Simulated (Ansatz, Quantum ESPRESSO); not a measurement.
# Si(111), F on both faces, 5 bilayers against a metal electrode: the electrode's level over the Fermi level at a withheld member of a series

**Set-up.** Quantum ESPRESSO 7.5, PBE, GBRV ultrasoft. The slab is relaxed neutral, then held. ESM with bc3: vacuum below and a metal electrode about 6 Å above the top atoms. Fermi-Dirac smearing of 0.004 Ry and a dense mesh. Charges are set per cell from the starting area. The slabs take the lattice constants of the bulk relaxed by the same program. The series steps the charge of the slab (positive: electrons removed).

| charge of the slab | electrode's level over the Fermi level (eV) |
| --- | --- |
| 1 ×10¹³ e/cm² | 7.829 |
| 2 ×10¹³ e/cm² | 9.054 |
| 3 ×10¹³ e/cm² | 10.259 |
| 6 ×10¹³ e/cm² | 13.829 |
| 7 ×10¹³ e/cm² | 15.013 |
| 8 ×10¹³ e/cm² | 16.196 |

To predict: What is the electrode's level over the Fermi level at 4.5 ×10¹³ e/cm²?

**Fit.** The rows at 3 ×10¹³ e/cm² and 6 ×10¹³ e/cm² give a slope of (13.829 − (10.259))/(6 − (3)) = 1.19, so a straight line gives 12.044 eV. A parabola through these and the row at 2 ×10¹³ e/cm² gives 12.052 eV.

**Check.** 12.048 eV. The line misses by −0.004 and the parabola by +0.004 eV. Both misses are under 5 % of the step from the nearer row.

**Limits.** Vacuum fills the gap; ions don't answer the charge; added electrons can spill towards the electrode at the most negative charges. Members without a usable value, or on the other side of zero field or charge, are not listed.
